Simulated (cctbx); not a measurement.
**Accept or mend?**

Cell a = 7.7700 Å, b = 7.7700 Å, c = 4.4690 Å, α = 90.00°, β = 90.00°, γ = 90.00°; space group P4/mbm (no. 127). The compound is Tb2MgTl2.

The data are simulated with cctbx, not measured: Mo Kα, λ = 0.71073 Å, to d = 0.77 Å, 50 % of the full sphere, strongest reflection 40000 counts, noise from counting, a 4 % proportional error and a noise floor of 2 counts (s.d.); no absorption.

An anisotropic refinement with weights 1/σ² prints:

```text
Rint 0.031, 194 unique reflections to 0.77 A
cycle     R1     wR2    GooF  max shift (A)
   1  0.0620  0.1789   7.994   0.00136
   2  0.0627  0.1749   7.818   0.00000
final R1 0.0627 wR2 0.1749 GooF 7.818  parameters 8  data/parameter 24.2
atom        x        y        z      Ueq    occ   su(xyz)  su(Uiso or U11)
Tl1    0.38091  0.11909  0.00000   0.0029  1.000  0.00014  0.0009
Tb1    0.82583  0.67417  0.50000   0.0059  1.000  0.00020  0.0010
difference map: max 39.45 min -3.00 rms 1.36
Q1    0.0000  0.0000  0.0000    2   39.45  3.10 A from Tl1
Q2    0.1694  0.3306  0.5000    4    7.06  0.05 A from Tb1
Q3    0.1146  0.6146  0.0000    4    6.13  0.05 A from Tl1
Q4    0.2506  0.2494  0.5000    4    1.71  0.84 A from Tb1
Q5    0.0156  0.8569  0.0000    8    1.57  2.01 A from Tl1
Q6    0.0027  0.1003  0.5000    8    1.54  2.20 A from Tb1
```

**Question.** Can this result stand? If not, what is the likely fault?

Mend it. The fault: an atom left out, Mg at (1/2, 1/2, 0). Against the right model at the same level, R1 goes from 0.0103 to 0.0627 and GooF from 1.11 to 7.82 and the top difference peak, 39.5 e/Å³, lies 3.10 Å from Tl1. Q1 is the missing atom. With scattering power missing, scale and phases suffer, so peaks may also grow on the heavy atoms.

The compound is Tb2MgTl2. The right model at the same level gives:

```text
Rint 0.031, 194 unique reflections to 0.77 A
cycle     R1     wR2    GooF  max shift (A)
   1  0.0135  0.0364   1.635   0.00011
   2  0.0103  0.0246   1.106   0.00000
final R1 0.0103 wR2 0.0246 GooF 1.106  parameters 10  data/parameter 19.4
atom        x        y        z      Ueq    occ   su(xyz)  su(Uiso or U11)
Tl1    0.38103  0.11897  0.00000   0.0043  1.000  0.00002  0.0001
Tb1    0.82579  0.67421  0.50000   0.0069  1.000  0.00003  0.0001
Mg1    0.50000  0.50000  0.00000   0.0102  1.000  0.00000  0.0009
difference map: max 0.86 min -1.17 rms 0.24
Q1    0.0546  0.8862  0.2412   16    0.90  1.46 A from Mg1
Q2    0.1204  0.3796  0.3851    8    0.88  0.78 A from Tb1
Q3    0.1001  0.1819  0.2724   16    0.78  1.62 A from Tb1
Q4    0.0554  0.2495  0.0000    8    0.67  1.70 A from Tl1
Q5    0.0883  0.5883  0.2183    8    0.63  1.03 A from Tl1
Q6    0.1710  0.6710  0.3782    8    0.61  1.78 A from Tl1
```

The model was made for the exercise: a known structure type with other elements put in, its volume estimated, not relaxed; displacement parameters are assumed.

[Middle refinement cycles are left out of these outputs.]

[Logs are printed without paths, hosts, clocks, repeated set-up lines and the standing remarks that a program may print on its own settings, such as how far it seeks lower states.]
